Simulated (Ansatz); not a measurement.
# ZnS (Wurtzite-2H, P6_3mc): modes against uniaxial strain along c, part 3 of 3

Wanted: the shifts of the zone-centre modes of ZnS (Wurtzite-2H, P6_3mc) with strain.

Ansatz 0.2.0; DFT LDA, scalar-relativistic, plane waves, PAW; PAW set soft_1.

So far, highest optical mode at the zone centre (no LO-TO term) (cm⁻¹): step 4 (modes at rest) 349.

The database entry behind the starting cell differs from later determinations by our own check (about 0.4 % short), so it need not match the best structure at ambient conditions.

### Step 6. Zone-centre modes of the member: uniaxial strain of +4 % along c

The zone-centre modes follow for uniaxial strain of +4 % along c, with the response to a field.

File input.yaml:

```yaml
crystal:
  lattice:
    - [3.7035982802, 0.0, 0.0]
    - [-1.8517991401, 3.207410196, 0.0]
    - [0.0, 0.0, 6.388558849]
  atoms:
    - { symbol: S, position: [0.3333333355, 0.6666666645, 0.375468052] }
    - { symbol: S, position: [0.6666666645, 0.3333333355, 0.875468052] }
    - { symbol: Zn, position: [0.3333333316, 0.6666666684, 0.009531948] }
    - { symbol: Zn, position: [0.6666666684, 0.3333333316, 0.509531948] }
kpoints:
  mp_grid: { grid: [12, 12, 8] }
hamiltonian:
  xc: lda
  pseudopotentials: { kind: paw, azcp: { folder: soft_1 }, xc_functional: pbe }
scf:
  occupations: { method: fixed }
output:
  eigenvalues: true
phonons:
  method: dfpt
  dielectric: true
  rigid_motions: translations
```

On the command line:

```console
$ ansatz run input.yaml --threads 4 --pin off --max-ram 16384MiB --backend cpu --events-out ev --progress --plain --runs-dir out
```

Numbers of over 12 decimals in the logs are rounded to 6 here.

What it wrote:

```text
[...]
Crystal: 4 atoms, lattice volume = 75.889 Å³
Basis set: ecut = 420 eV, 1485 PW (Γ), exchange–correlation on 50×50×96 points (8 copies of the dense FFT grid, shifted against one another)
Bands: 22, of which v1, the nominal top of the filled ones, is band 18 counted from 1 (17 counted from 0)
Symmetry: 12 space group operations
k-points: 320 of 1152 (irreducible under 2 space group operations, time reversal used)
[...]
SCF iter   1: F=—  HF=-8235.033259 eV  |F-HF|=—  |Δ(HF+E_count)|=         —  Δρ=3.82e-2  dr2=6.84e-1  ethr=3.10e-3  ⟨swp⟩=5.0  Hψ=34773  notcnv=0  defer=601
[...]
SCF iter  11: F=-8234.822082 eV  HF=-8234.822082 eV  |F-HF|=3.64e-12  |Δ(HF+E_count)|=  5.46e-12  Δρ=6.43e-8  dr2=2.82e-12  ethr=1.00e-12  ⟨swp⟩=9.1  Hψ=48821  notcnv=0
SCF 1 converged in 11 iterations: F = -8234.822082 eV  dr2 = 2.82e-12
[...]
Bands: 19, of which v1, the nominal top of the filled ones, is band 18 counted from 1 (17 counted from 0)
k-points: 168 of 1152 (irreducible under 4 space group operations, time reversal used)
[...]
Eigensolver: Dense (168 Hₖ)
SCF iter   1: F=—  HF=-8234.819158 eV  |F-HF|=—  |Δ(HF+E_count)|=         —  Δρ=1.45e-4  dr2=3.18e-6  ethr=1.00e-1
[...]
SCF iter   4: F=-8234.819158 eV  HF=-8234.819158 eV  |F-HF|=3.09e-8  |Δ(HF+E_count)|=   4.79e-7  Δρ=7.51e-6  dr2=1.00e-8  ethr=2.80e-10
SCF 1 converged in 4 iterations: F = -8234.819158 eV  dr2 = 1.00e-8
[...]
SCF converged after 11 iterations
Free energy (F): -8234.822082 eV
[...]
Internal energy: -8234.822082 eV  (E = F + TS)
E sigma→0 (E₀):  -8234.822082 eV
Fermi energy:    6.124472 eV
[...]
--- Band table (eV; the first three rows and the last of 320) ---
  k-point 0: bands = [... 14 lower, 5.2647, 5.7423, 6.1245, 6.1245, 8.0086, 9.4357, 11.9989, 12.3968]
  k-point 1: bands = [... 14 lower, 5.2946, 5.3467, 6.0882, 6.0882, 8.3730, 9.4646, 11.9325, 12.4229]
  k-point 2: bands = [... 14 lower, 5.3805, 5.3805, 5.9868, 5.9868, 9.0446, 9.5459, 11.8327, 12.5060]
  k-point 319: bands = [... 14 lower, 3.3606, 3.3606, 4.2674, 4.2674, 10.1035, 10.1035, 12.2050, 12.2050]
[...]
ASR residual: 5.537e-5 → 0.000e0 eV/Å²; symmetrization residual: 6.212e-6 eV/Å²
  ASR residual per site (eV/Å²): 5.54e-5 5.54e-5 2.76e-5 2.76e-5
[...]
ε∞ (high-frequency dielectric tensor):
        6.028669    -0.000000    -0.000000
        0.000000     6.028669     0.000000
       -0.000000     0.000000     6.429778
  ε⁰ (static dielectric tensor: ions relaxed, cell fixed):
        8.511300    -0.000000    -0.000000
       -0.000000     8.511300    -0.000000
       -0.000000    -0.000000     9.870669
  ε⁰ − ε∞ (ionic part):
        2.482631    -0.000000    -0.000000
       -0.000000     2.482631    -0.000000
       -0.000000    -0.000000     3.440892
[...]
Born effective charges Z* (e; rows j = field, columns β = displacement):
    site 0:
        -1.83154   -0.00000    0.00000
         0.00000   -1.83154    0.00000
        -0.00000    0.00000   -2.04323
    site 1:
        -1.83154   -0.00000   -0.00000
         0.00000   -1.83154   -0.00000
         0.00000   -0.00000   -2.04323
    site 2:
         1.83154    0.00000    0.00000
        -0.00000    1.83154   -0.00000
        -0.00000    0.00000    2.04323
    site 3:
         1.83154    0.00000    0.00000
         0.00000    1.83154   -0.00000
        -0.00000   -0.00000    2.04323
  Z* charge neutrality: 5.966e-4 e pre-enforcement
[...]
optical modes at Γ without the LO–TO term, one row a degenerate level:
      ω (cm⁻¹)  modes    IR ((D/Å)²/amu)
         75.44      2             0.0000
        198.03      1             0.0000
        270.45      1             8.9548
        285.40      2            14.3908
        287.17      2             0.0000
        326.24      1             0.0000
  optical modes at Γ + LO–TO along q̂ = [1.0000, 0.0000, 0.0000]:
      ω (cm⁻¹)  modes    IR ((D/Å)²/amu)
         75.44      2             0.0000
        198.03      1             0.0000
        270.45      1             8.9548
        285.40      1             7.1954
        287.17      2             0.0000
        326.24      1             0.0000
        339.12      1             7.1954
  optical modes at Γ + LO–TO along q̂ = [0.0000, 1.0000, 0.0000]:
      ω (cm⁻¹)  modes    IR ((D/Å)²/amu)
         75.44      2             0.0000
        198.03      1             0.0000
        270.45      1             8.9548
        285.40      1             7.1954
        287.17      2             0.0000
        326.24      1             0.0000
        339.12      1             7.1954
  optical modes at Γ + LO–TO along q̂ = [0.0000, 0.0000, 1.0000]:
      ω (cm⁻¹)  modes    IR ((D/Å)²/amu)
         75.44      2             0.0000
        198.03      1             0.0000
        285.40      2            14.3908
        287.17      2             0.0000
        326.24      1             0.0000
        335.09      1             8.9548
```

Wall time 2.9 min (4 threads of Arm Neoverse V2, shared host); peak memory 2.4 GiB.

Numbers from this step:

| Property | Result |
| --- | --- |
| sum-rule residual before enforcement | 5.54e-5 eV/Å² |
| miss of the charge sum rule | 5.97e-4 e |
| estimated error of the dielectric tensor | 0.01785 |
| estimated error of the Born charges | 0.01334 e |
| highest optical mode at the zone centre (no LO-TO term) | 326.2 cm⁻¹ |
| lowest optical zone-centre mode | 75.44 cm⁻¹ |
| mean high-frequency dielectric constant | 6.162 |
| largest Born charge (third of the trace) | -1.902 e |
| mean static dielectric constant | 8.964 |
| top of the zone-centre spectrum with the field | 339.1 cm⁻¹ |

Without the LO-TO term. Patterns of degenerate modes are one choice out of their space. Modes at Γ, with each element's share of the kinetic energy:

```tsv
mode	frequency (cm⁻¹)	symmetry	S %	Zn %
1	0.0	acoustic	33	67
2	0.0	acoustic	33	67
3	0.0	acoustic	33	67
4	75.4	E2	25	75
5	75.4	E2	25	75
6	198.0	B1	1	99
7	270.4	A1	67	33
8	285.4	E1	67	33
9	285.4	E1	67	33
10	287.2	E2	75	25
11	287.2	E2	75	25
12	326.2	B1	99	1
```

Transverse modes. Infrared lines, with heights relative to the strongest:

```tsv
position (cm⁻¹)	label	relative intensity
75	E2	0.0
198	B1	0.0
270	A1	62
285	E1	100
287	E2	0.0
326	B1	0.0
```

Without the LO-TO term the lowest optical mode is real, 75.4 cm⁻¹, and the highest lies at 326.2 cm⁻¹.

For the highest optical mode at the zone centre (no LO-TO term), step 4 gave 349 cm⁻¹; this run, with strain 4 %, gives 326 cm⁻¹ (-6 %).

### Step 7. Relaxation of a member: uniaxial strain of -4 % along c

The cell takes a uniaxial strain of -4 % along c. The strained length and the angles are held, while the rest of the cell and the atoms relax.

input.yaml, the sections that differ from step 6:

```yaml
crystal:
  lattice:
    - [3.7679465919, 0.0, 0.0]
    - [-1.8839732959, 3.2631374687, 0.0]
    - [0.0, 0.0, 5.897131245]
  atoms:
    - { symbol: S, position: [0.3333333249, 0.6666666751, 0.3833307414] }
    - { symbol: S, position: [0.6666666751, 0.3333333249, 0.8833307414] }
    - { symbol: Zn, position: [0.333333342, 0.666666658, 0.0016692586] }
    - { symbol: Zn, position: [0.666666658, 0.333333342, 0.5016692586] }
output:
  forces: true
  stress: true
  eigenvalues: true
relax:
  adjacent_minimum: "off"
  f_tol: 0.001
  max_steps: 60
  cell: { stress_tol: 0.01, fix: [c, angles] }
# kpoints, hamiltonian, scf: as in step 6
# phonons: removed
```

What it wrote:

```text
[...]
Crystal: 4 atoms, lattice volume = 72.507 Å³
Basis set: ecut = 420 eV, 1411 PW (Γ)
Bands: 22, of which v1, the nominal top of the filled ones, is band 18 counted from 1 (17 counted from 0)
Symmetry: 4 space group operations
k-points: 215 of 1152 (time reversal used)
[...]
--- Relaxed structure (4 steps of the walk, 4 accepted, 1 SCFs on fresh bases) ---
[...]
cell:  # Å, volume = 72.9170 Å³
    - [3.778580, -2.894890291770932e-11, 0]
    - [-1.889290, 3.272346, 0]
    - [0, 0, 5.897131245]
  atoms:
    - { symbol: S, position: [0.333333, 0.666667, 0.384826] }
    - { symbol: S, position: [0.666667, 0.333333, 0.884826] }
    - { symbol: Zn, position: [0.333333, 0.666667, 0.000174435] }
    - { symbol: Zn, position: [0.666667, 0.333333, 0.500174] }
[key lines of the parts left out:]
SCF converged after 7 iterations
Free energy (F): -8234.820496 eV
Fermi energy:    6.631607 eV
P = ⅓ Tr σ = 1.8338 GPa (18.338 kbar)
```

It took 46 s on 4 threads; peak memory 0.64 GiB; 3 min of CPU time.

Step by step:

```tsv
step	energy less that of the first step (eV)	largest force component (eV/Å)	pressure (GPa)	volume (Å³)
1	0.0000	0.1078	2.42	72.51
2	-0.0014	0.0717	2.10	72.74
3	-0.0022	0.0011	1.85	72.90
4	-0.0022	0.0004	1.83	72.92
5*	-0.0023	0.0004	1.83	72.92
```

Relaxation steps marked * repeat the geometry before them on a plane-wave basis chosen anew for their cell, so energy and pressure can jump there.

```tsv
conventional cell, symmetrised	before	after	change
a (Å)	3.768	3.779	+0.3 %
b (Å)	3.768	3.779	+0.3 %
c (Å)	5.897	5.897	-0.0 %
volume (Å³/atom)	18.13	18.23	+0.6 %
```

Numbers from this step:

| Quantity | Value |
| --- | --- |
| pressure | 1.834 GPa |
| gap on the k-mesh | 2.257 eV |
| volume per atom | 18.23 Å³ |

The largest force component left is 0.36 meV/Å.

### Step 8. Zone-centre modes of the member: uniaxial strain of -4 % along c

The zone-centre modes follow for uniaxial strain of -4 % along c, with the response to a field.

input.yaml, the sections that differ from step 7:

```yaml
crystal:
  lattice:
    - [3.7785796008, 0.0, 0.0]
    - [-1.8892898004, 3.2723459246, 0.0]
    - [0.0, 0.0, 5.897131245]
  atoms:
    - { symbol: S, position: [0.3333333193, 0.6666666807, 0.3848255654] }
    - { symbol: S, position: [0.6666666807, 0.3333333193, 0.8848255654] }
    - { symbol: Zn, position: [0.3333333471, 0.6666666529, 0.0001744346] }
    - { symbol: Zn, position: [0.6666666529, 0.3333333471, 0.5001744346] }
output:
  eigenvalues: true
phonons:
  method: dfpt
  dielectric: true
  rigid_motions: translations
# kpoints, hamiltonian, scf: as in step 7
# relax: removed
```

What it wrote:

```text
[...]
Crystal: 4 atoms, lattice volume = 72.917 Å³
Basis set: ecut = 420 eV, 1423 PW (Γ), exchange–correlation on 54×54×80 points (8 copies of the dense FFT grid, shifted against one another)
Bands: 22, of which v1, the nominal top of the filled ones, is band 18 counted from 1 (17 counted from 0)
Symmetry: 12 space group operations
k-points: 320 of 1152 (irreducible under 2 space group operations, time reversal used)
[...]
optical modes at Γ + LO–TO along q̂ = [1.0000, 0.0000, 0.0000]:
      ω (cm⁻¹)  modes    IR ((D/Å)²/amu)
[...]
optical modes at Γ + LO–TO along q̂ = [0.0000, 1.0000, 0.0000]:
      ω (cm⁻¹)  modes    IR ((D/Å)²/amu)
[...]
optical modes at Γ + LO–TO along q̂ = [0.0000, 0.0000, 1.0000]:
      ω (cm⁻¹)  modes    IR ((D/Å)²/amu)
[...]
300.67      2            14.6140
        310.34      2             0.0000
        355.20      1             7.5916
        367.87      1             0.0000
[key lines of the parts left out:]
SCF converged after 10 iterations
Free energy (F): -8234.820498 eV
Fermi energy:    6.631604 eV
```

Elapsed: 2.4 min, on 4 threads; peak memory 2.3 GiB; 9.4 min of CPU time.

This step gave:

```yaml
sum_rule_residual_before_enforcement: 1.85e-4 eV/Å²
miss_of_the_charge_sum_rule: 5.13e-4 e
estimated_error_of_the_dielectric_tensor: 0.01885
highest_optical_mode_at_the_zone_centre_no_lo_to_term: 367.9 cm⁻¹
lowest_optical_zone_centre_mode: 64.89 cm⁻¹
mean_high_frequency_dielectric_constant: 6.123
largest_born_charge_third_of_the_trace: -1.858 e
mean_static_dielectric_constant: 8.526
top_of_the_zone_centre_spectrum_with_the_field: 367.9 cm⁻¹
```

Without the LO-TO term. Patterns of degenerate modes are one choice out of their space. The modes at Γ (shares of kinetic energy by element, %):

```tsv
mode	frequency (cm⁻¹)	symmetry	S %	Zn %
1	0.0	acoustic	33	67
2	0.0	acoustic	33	67
3	0.0	acoustic	33	67
4	64.9	E2	27	73
5	64.9	E2	27	73
6	193.9	B1	7	93
7	299.3	A1	67	33
8	300.7	E1	67	33
9	300.7	E1	67	33
10	310.3	E2	73	27
11	310.3	E2	73	27
12	367.9	B1	93	7
```

Transverse modes. Infrared lines, with heights relative to the strongest:

```tsv
position (cm⁻¹)	relative intensity
65	0.0
194	0.0
299	52
301	100
310	0.0
368	0.0
```

Without the LO-TO term the lowest optical mode is real, 64.9 cm⁻¹, and the highest lies at 367.9 cm⁻¹.

Between step 4 and this run (strain -4 %) the value for the highest optical mode at the zone centre (no LO-TO term) moves from 349 cm⁻¹ to 368 cm⁻¹ (+5 %).

### Step 9. All members side by side

The members are set side by side, also those not shown above.

Stress is positive in compression; energies are extrapolated to zero smearing, and E0 is that at rest; the axis is the direction of the strain; the edges not held and the atoms are relaxed in each cell. State of the crystal along the series:

```tsv
strain (%)	stress along the axis (GPa)	free strain along a (%)	free strain along b (%)	E - E0 (meV/atom)	gap on mesh (eV)	ε∞ along the axis	ε∞ across the axis, mean	ε0 along the axis	ε0 across the axis, mean	largest Born charge in size, a third of the trace (e)	top mode with the field, highest of q along x, y and z (cm⁻¹)
-4	5.498	1.081	1.081	13.01	2.257	6.071	6.149	8.55	8.514	1.858	367.9
-3	4.142	0.7969	0.7969	7.302	2.268	6.088	6.122	8.605	8.488	1.857	363.6
-2	2.769	0.5213	0.5213	3.238	2.278	6.115	6.097	8.692	8.471	1.859	359
-1	1.387	0.2539	0.2539	0.8087	2.246	6.149	6.077	8.81	8.46	1.863	354.1
0	-9.77e-4	0	0	0	2.186	6.192	6.059	8.957	8.458	1.868	348.9
1	-1.385	-0.2466	-0.2466	0.8029	2.119	6.241	6.046	9.135	8.462	1.875	345.3
2	-2.761	-0.4844	-0.4844	3.19	2.047	6.298	6.036	9.346	8.473	1.883	342.9
3	-4.123	-0.71	-0.71	7.135	1.968	6.36	6.03	9.589	8.489	1.892	341
4	-5.464	-0.9245	-0.9245	12.61	1.884	6.43	6.029	9.871	8.511	1.902	339.1
```

Without the LO-TO term; optical modes are counted from below at rest and tracked from member to member by their patterns, and modes that stay within 0.3 cm⁻¹ of each other stand once; labels, where given, are those at rest; the edges not held and the atoms are relaxed in each cell. Optical modes along the series:

```tsv
strain (%)	optical mode 1 E2 (cm⁻¹)	optical mode 2 B1 (cm⁻¹)	optical mode 3 A1 (cm⁻¹)	optical mode 4 E1 (cm⁻¹)	optical mode 5 E2 (cm⁻¹)	optical mode 6 B1 (cm⁻¹)
-4	64.89	193.9	299.3	300.7	310.3	367.9
-3	66.34	196	297.8	299	307.7	363.6
-2	67.79	197.8	295.6	297.3	305	359
-1	69.2	199	292.8	295.4	302.1	354.1
0	70.57	199.8	289.4	293.5	299.1	348.9
1	71.88	200.1	285.4	291.4	296.1	343.5
2	73.14	200	281	289.4	293.1	337.8
3	74.33	199.3	276	287.4	290.1	332.1
4	75.44	198	270.4	285.4	287.2	326.2
```

Value and slope at zero strain of a cubic (a lower polynomial where under five rows exist) through the rows within 2 % of rest. Slopes at rest:

```tsv
mode	frequency (cm⁻¹)	shift per percent of strain (cm⁻¹)	shift per GPa of compressive stress (cm⁻¹)
optical mode 1 E2	70.6	1.34	-0.97
optical mode 2 B1	199.8	0.56	-0.41
optical mode 3 A1	289.4	-3.66	2.64
optical mode 4 E1	293.5	-2.01	1.45
optical mode 5 E2	299.1	-3	2.16
optical mode 6 B1	348.9	-5.32	3.84
```

### Step 10. Results

```json
{
  "members": "9",
  "highest optical mode at the zone centre (no LO-TO term), at rest": "348.9 cm⁻¹",
  "Young’s modulus along c": "139 GPa",
  "optical mode 3 A1, shift per percent": "-3.66 cm⁻¹",
  "optical mode 4 E1, shift per percent": "-2.01 cm⁻¹",
  "optical mode 5 E2, shift per percent": "-3.00 cm⁻¹",
  "optical mode 6 B1, shift per percent": "-5.32 cm⁻¹"
}
```

The stress changes by 1.39 GPa for each percent, a Young’s modulus of 139 GPa along c. For each percent the free edge responds with -0.25 %. Within 2 % of rest optical mode 2 B1 bends away from a straight line, so a single slope holds only near rest. The fastest shift in the table of slopes is -5.3 cm⁻¹ for each percent (optical mode 6 B1), or 3.8 cm⁻¹ for each GPa of compressive stress. For small strain, the measured shift of a line that Raman or infrared light can see, divided by its slope, estimates the stress, if the state of stress is of this kind. For infrared-active modes these slopes hold for the transverse lines; longitudinal ones carry the field and shift otherwise. These are harmonic frequencies at zero temperature: anharmonic shifts, linewidths and thermal expansion are left out. The PAW files were made for PBE; the program adapts parts of them to the functional of the run, but their partial waves stay those of PBE, an approximation that was not tested in this session. Only the zone centre was solved, so an instability at another wavevector cannot show here.

[Logs are printed without paths, hosts, clocks, repeated set-up lines and the standing remarks that a program may print on its own settings, such as how far it seeks lower states.]

[Hosts, paths, dates, database ids (printed as entryN), source tags and the programs' standing remarks are cut or masked in the printed files.]
